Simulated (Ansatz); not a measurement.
# The perfect Sn wire along [110], 6 atoms a period, H-terminated, part 2 of 2

Aim: is the Sn wire along [110], 6 atoms a period, H-terminated a metal or a semiconductor?

Ansatz 0.2.0; DFT PBE, plane waves, PAW; relaxation of a wire's period; PAW set soft_1 (the session's first sound run).

So far. Step 2 (Relaxing the period): The cell's length comes to 4.706 Å with spin left out.

### Step 3. The wire at its relaxed period

This step: DFT PBE, plane waves, PAW; bands of a perfect wire; PAW set soft_1 (Ansatz 0.2.0).

At the relaxed period the bands are computed along the axis; those that cross an energy going forward count the channels that a perfect wire would open there.

Input file input.yaml:

```yaml
crystal:
  lattice:
    - [13.808, 0.0, 0.0]
    - [0.0, 14.36, 0.0]
    - [0.0, 0.0, 4.7058009839]
  atoms:
    - { symbol: Sn, position: [0.437696461, 0.663989605, 0.0] }
    - { symbol: H, position: [0.519353963, 0.756098361, 0.0] }
    - { symbol: Sn, position: [0.552336763, 0.5, 0.0] }
    - { symbol: H, position: [0.265712732, 0.212049076, 0.5] }
    - { symbol: H, position: [0.237389528, 0.404288798, 0.5] }
    - { symbol: H, position: [0.265712732, 0.787950924, 0.5] }
    - { symbol: H, position: [0.237389528, 0.595711202, 0.5] }
    - { symbol: Sn, position: [0.325305538, 0.318344158, 0.5] }
    - { symbol: Sn, position: [0.325305538, 0.681655842, 0.5] }
    - { symbol: Sn, position: [0.668200299, 0.5, 0.5] }
    - { symbol: H, position: [0.74312687, 0.403099802, 0.5] }
    - { symbol: H, position: [0.74312687, 0.596900198, 0.5] }
    - { symbol: Sn, position: [0.437696461, 0.336010395, 0.0] }
    - { symbol: H, position: [0.519353963, 0.243901639, 0.0] }
kpoints:
  mp_grid: { grid: [1, 1, 18] }
  band_path: { path: ["Γ", Z], npoints: 90 }
scf:
  occupations: { method: fermi_dirac, width: 0.05 }
hamiltonian:
  xc: pbe
  pseudopotentials: { kind: paw, azcp: { folder: soft_1 } }
output:
  dos: { e_range: [-5, 4] }
  write_potential: true
  write_density: true
  volumetric_format: npy
```

Launch:

```console
$ ansatz run input.yaml --threads 4 --pin off --max-ram 16384MiB --backend cpu --events-out ev --progress --plain --runs-dir out
```

Numbers of over 12 decimals in the logs are rounded to 6 here.

The program printed:

```text
[...]
Crystal: 14 atoms, lattice volume = 933.080 Å³
Basis set: ecut = 420 eV, 18191 PW (Γ)
Bands: 60, of which v1, the nominal top of the filled ones, is band 46 counted from 1 (45 counted from 0)
Symmetry: 4 space group operations
[...]
k-points: 10 of 18
[...]
SCF iter   1: F=—  HF=-36271.710828 eV  |F-HF|=—  |Δ(HF+E_count)|=         —  Δρ=2.80e-2  dr2=7.39e0  ethr=3.10e-3  ⟨swp⟩=8.7  Hψ=2926  notcnv=0  defer=8
[...]
SCF iter  10: F=-36269.452613 eV  HF=-36269.452613 eV  |F-HF|=2.74e-8  |Δ(HF+E_count)|=   2.51e-7  Δρ=1.10e-6  dr2=1.36e-8  ethr=1.09e-10  ⟨swp⟩=15.2  Hψ=2754  notcnv=0
SCF 1 converged in 10 iterations: F = -36269.452613 eV  dr2 = 1.36e-8
[...]
NSCF: frozen V_eff on 91 k-points
WARN: The output density's exchange-correlation potential varies sharply where the density is thin. Do not read a vacuum level from v_tot or v_xc, or from such a field of the output density. On a cell that repeats whose density bears no net charge and no dipole along the vacuum's axis use v_es (v_loc + v_h of the components); under efield.dipole_correction with no amplitude use v_es + v_field, which holds any externa [...]
SCF converged after 10 iterations
Free energy (F): -36269.452613 eV
[...]
Internal energy: -36269.452613 eV  (E = F + TS)
E sigma→0 (E₀):  -36269.452613 eV
Entropy (-TS):   -0.000000 eV (-0.000 meV/atom)
Fermi energy:    -1.525261 eV
[...]
--- Band table (eV; the first three rows and the last of 10) ---
  k-point 0: bands = [... 42 lower, -3.2681, -3.1920, -2.6896, -2.3073, -0.7425, -0.5613, -0.4161, 0.8948, ... 10 higher]
  k-point 1: bands = [... 42 lower, -3.3623, -3.1202, -2.8395, -2.4993, -0.5330, -0.3710, -0.2501, 0.9168, ... 10 higher]
  k-point 2: bands = [... 42 lower, -3.3959, -3.1579, -3.1049, -2.8858, -0.1239, 0.0609, 0.1725, 0.9971, ... 10 higher]
  k-point 9: bands = [... 42 lower, -4.4568, -4.1715, -3.5892, -3.5732, 0.1827, 0.4821, 0.8393, 0.9652, ... 10 higher]
```

It took 81 s on 4 threads of Arm Neoverse V1, shared host; peak memory 3 GiB.

This step gave:

- band gap: 1.565 eV

Electronic bands along the path, in eV, zero at the Fermi level:

| point | band 43 | band 44 | band 45 | band 46 | band 47 | band 48 | band 49 | band 50 |
| --- | --- | --- | --- | --- | --- | --- | --- | --- |
| Γ | -1.74 | -1.67 | -1.16 | -0.78 | 0.78 | 0.96 | 1.11 | 2.42 |
| halfway | -2.51 | -2.22 | -1.90 | -1.73 | 1.88 | 2.17 | 2.33 | 2.79 |
| Z | -2.93 | -2.65 | -2.06 | -2.05 | 1.71 | 2.01 | 2.36 | 2.49 |

The gap is 1.56 eV, with spin left out.

On this path the gap is direct, 1.56 eV, with the valence top at Γ and the conduction bottom at Γ.

### Step 4. Another level of theory, cutoff 500 eV, k-mesh 1×1×13

This step: DFT r2SCAN, plane waves, PAW; bands of a perfect wire at the PBE geometry; PAW set soft_1 (Ansatz 0.2.0).

The atoms stay at the PBE geometry and the functional changes. r2SCAN also reads the kinetic-energy density; it often gives larger moments and wider gaps than PBE, at a higher cost. Against the first PBE run of this kind, the cutoff is 500 eV against 420 and the mesh along the wire has 13 points against 18.

Changes to input.yaml since step 3:

```diff
@@ -21,3 +21,3 @@
 kpoints:
-  mp_grid: { grid: [1, 1, 18] }
+  mp_grid: { grid: [1, 1, 13] }
   band_path: { path: ["Γ", Z], npoints: 90 }
@@ -26,8 +26,3 @@
 hamiltonian:
-  xc: pbe
+  xc: r2scan
   pseudopotentials: { kind: paw, azcp: { folder: soft_1 } }
-output:
-  dos: { e_range: [-5, 4] }
-  write_potential: true
-  write_density: true
-  volumetric_format: npy
```

The program printed:

```text
[...]
Crystal: 14 atoms, lattice volume = 933.080 Å³
Basis set: ecut = 500 eV, 23755 PW (Γ), exchange–correlation on 432×432×144 points (64 copies of the dense FFT grid, shifted against one another)
Bands: 60, of which v1, the nominal top of the filled ones, is band 46 counted from 1 (45 counted from 0)
Symmetry: 4 space group operations
[...]
k-points: 7 of 13
[...]
--- Band table (eV; the first three rows and the last of 7) ---
  k-point 0: bands = [... 42 lower, -3.4819, -3.4077, -2.8763, -2.4714, -0.6120, -0.4687, -0.3534, 1.0506, ... 10 higher]
  k-point 1: bands = [... 42 lower, -3.5982, -3.3185, -3.1468, -2.8049, -0.2435, -0.1171, -0.0279, 1.0918, ... 10 higher]
  k-point 2: bands = [... 42 lower, -3.7469, -3.5559, -3.3858, -3.3416, 0.3229, 0.5454, 0.6986, 1.1907, ... 10 higher]
  k-point 6: bands = [... 42 lower, -4.7442, -4.4447, -3.8078, -3.8041, 0.3698, 0.6114, 0.9719, 1.1435, ... 10 higher]
[key lines of the parts left out:]
SCF converged after 10 iterations
Free energy (F): -36356.371550 eV
Fermi energy:    -1.543183 eV
```

Run time: 2.5 min. Hardware: 4 threads; peak memory 4.9 GiB; 10 min of CPU time.

This step gave:

```yaml
band_gap: 1.859 eV
```

The gap is 1.86 eV, against 1.56 eV under PBE at the relaxed period.

### Step 5. Levels at the same atoms, level HSE06, cutoff 420 eV

This step: DFT HSE06, plane waves, PAW; levels of a perfect wire at the PBE geometry; PAW set soft_1 (Ansatz 0.2.0).

The atoms stay at the PBE geometry and the functional changes. HSE06 mixes in a quarter of short-range exact exchange, which removes part of the self-interaction that closes gaps; it is dear, so the mesh is thinner and no path is run. Against the first PBE run of this kind, the mesh along the wire has 7 points against 18.

Changes to input.yaml since step 4:

```diff
@@ -21,4 +21,3 @@
 kpoints:
-  mp_grid: { grid: [1, 1, 13] }
-  band_path: { path: ["Γ", Z], npoints: 90 }
+  mp_grid: { grid: [1, 1, 7] }
 scf:
@@ -26,3 +25,3 @@
 hamiltonian:
-  xc: r2scan
+  xc: hse06
   pseudopotentials: { kind: paw, azcp: { folder: soft_1 } }
```

The program printed:

```text
[...]
Crystal: 14 atoms, lattice volume = 933.080 Å³
Basis set: ecut = 420 eV, 18191 PW (Γ)
Bands: 60, of which v1, the nominal top of the filled ones, is band 46 counted from 1 (45 counted from 0)
Symmetry: 4 space group operations
[...]
k-points: 4 of 7
[...]
SCF iter   7: F=-36269.450672 eV  HF=-36269.450695 eV  |F-HF|=2.26e-5  |Δ(HF+E_count)|=   6.77e-5  Δρ=6.82e-5  dr2=5.01e-5  ethr=7.82e-7  ⟨swp⟩=4.0  Hψ=449  notcnv=0  defer=1
[...]
E sigma→0 (E₀):  -36294.629913 eV
Fermi energy:    -1.555557 eV
[...]
--- Band table (eV) ---
  k-point 0: bands = [... 42 lower, -3.7448, -3.6238, -3.0800, -2.6542, -0.4540]
  k-point 1: bands = [... 42 lower, -3.9545, -3.7498, -3.5712, -3.5070, 0.4418]
  k-point 2: bands = [... 42 lower, -4.7395, -4.4092, -3.9374, -3.7744, 0.6985]
  k-point 3: bands = [... 42 lower, -5.0693, -4.7474, -4.0364, -4.0113, 0.5447]
  guard bands above this table: 13 of the run's 60 bands. The solve was not asked for them (output.publish_guard_bands: true or output.eigenvalues: true publishes all)
[key lines of the parts left out:]
Free energy (F): -36294.629913 eV
```

Wall time 1.9 min (4 threads); peak memory 1.9 GiB; 7.4 min of CPU time.

This step gave:

| Item | Value |
| --- | --- |
| band gap | 2.200 eV |

The gap is 2.20 eV, against 1.56 eV under PBE at the relaxed period.

### Step 6. Two-component spinors, k-mesh 1×1×11

This step: DFT PBE, plane waves, fully relativistic PAW; bands of a perfect wire with spin-orbit coupling; PAW set soft_1 (Ansatz 0.2.0).

Spin-orbit coupling mixes the spins and splits bands that cross or touch without it, so it can open or close channels. Fully relativistic datasets take the place of the scalar ones. Against the first PBE run of this kind, the mesh along the wire has 11 points against 18.

Changes to input.yaml since step 5:

```diff
@@ -21,3 +21,4 @@
 kpoints:
-  mp_grid: { grid: [1, 1, 7] }
+  mp_grid: { grid: [1, 1, 11] }
+  band_path: { path: ["Γ", Z], npoints: 90 }
 scf:
@@ -25,3 +26,6 @@
 hamiltonian:
-  xc: hse06
-  pseudopotentials: { kind: paw, azcp: { folder: soft_1 } }
+  xc: pbe
+  pseudopotentials: { kind: paw_fr, azcp: { folder: soft_1 } }
+magnetization:
+  noncollinear: true
+  spin_orbit: true
```

The program printed:

```text
[...]
non-collinear run that drives no moment, with spin-orbit: no starting moment large enough to seed its density (crystal.atoms[].spin), no starting occupations that ask for one, no magnetisation constraint and no magnetic field, so the semilocal B_xc is pinned to zero
Crystal: 14 atoms, lattice volume = 933.080 Å³
Basis set: ecut = 420 eV, 18191 PW (Γ)
[...]
k-point 0: bands = [... 88 lower, -2.6681, -2.6681, -2.2799, -2.2799, -0.7394, -0.7394, -0.5619, -0.5619, ... 24 higher]
  k-point 1: bands = [... 88 lower, -3.0171, -2.9757, -2.7039, -2.7019, -0.2831, -0.2631, -0.1273, -0.0991, ... 24 higher]
  k-point 2: bands = [... 88 lower, -3.3052, -3.2704, -3.1415, -3.1068, 0.2471, 0.2715, 0.5579, 0.6013, ... 24 higher]
  k-point 5: bands = [... 88 lower, -3.6631, -3.6567, -3.4778, -3.4720, 0.1840, 0.1899, 0.4835, 0.4894, ... 24 higher]
[key lines of the parts left out:]
SCF converged after 10 iterations
Magnetization: |M| = 0.0000 μB,  M = (+0.0000, +0.0000, +0.0000) μB
Free energy (F): -36282.345431 eV
Fermi energy:    -1.510375 eV
```

It took 12 min on 4 threads; peak memory 11 GiB; 48 min of CPU time.

This step gave:

```yaml
band_gap: 1.541 eV
```

Electronic bands along the path, in eV, zero at the Fermi level; v1 is the highest filled band, c1 the lowest empty one:

| point | v4 | v3 | v2 | v1 | c1 | c2 | c3 | c4 |
| --- | --- | --- | --- | --- | --- | --- | --- | --- |
| Γ | -1.16 | -1.16 | -0.77 | -0.77 | 0.77 | 0.77 | 0.95 | 0.95 |
| halfway | -1.95 | -1.91 | -1.72 | -1.70 | 1.86 | 1.86 | 2.14 | 2.15 |
| Z | -2.16 | -2.16 | -1.98 | -1.98 | 1.69 | 1.69 | 2.00 | 2.00 |

The gap is 1.54 eV, against 1.56 eV under PBE at the relaxed period, with no moment.

### Step 7. All levels side by side

Times are for 4 threads of Arm Neoverse V1, shared host. The series side by side:

| no. | run | band gap (eV) | time | memory (GiB) |
| --- | --- | --- | --- | --- |
| 1 | lead | 1.565 | 81 s | 3.0 |
| 2 | levels | 1.859 | 2.5 min | 4.9 |
| 3 | levels | 2.200 | 1.9 min | 1.9 |
| 4 | SOC | 1.541 | 12 min | 11 |

### Step 8. Outcome

```yaml
cell_length_pbe: 4.706 Å
gap_pbe: 1.56 eV
gap_r2scan: 1.86 eV
gap_hse06: 2.20 eV
gap_with_spin_orbit_coupling: 1.54 eV
```

What this shows: Under PBE the cell's length is 4.71 Å, and a gap of 1.56 eV makes it a semiconductor. At the relaxed period the wire is gapped under every functional, from 1.56 eV (PBE) to 2.20 eV (HSE06). Weak screening in one dimension makes quasiparticle gaps larger than the semilocal gaps, as a rule. A hybrid's gap is read on a coarse mesh, without a band path.

[Logs are printed without paths, hosts, clocks, repeated set-up lines and the standing remarks that a program may print on its own settings, such as how far it seeks lower states.]

[Hosts, paths, dates, database ids (printed as entryN), source tags and the programs' standing remarks are cut or masked in the printed files.]
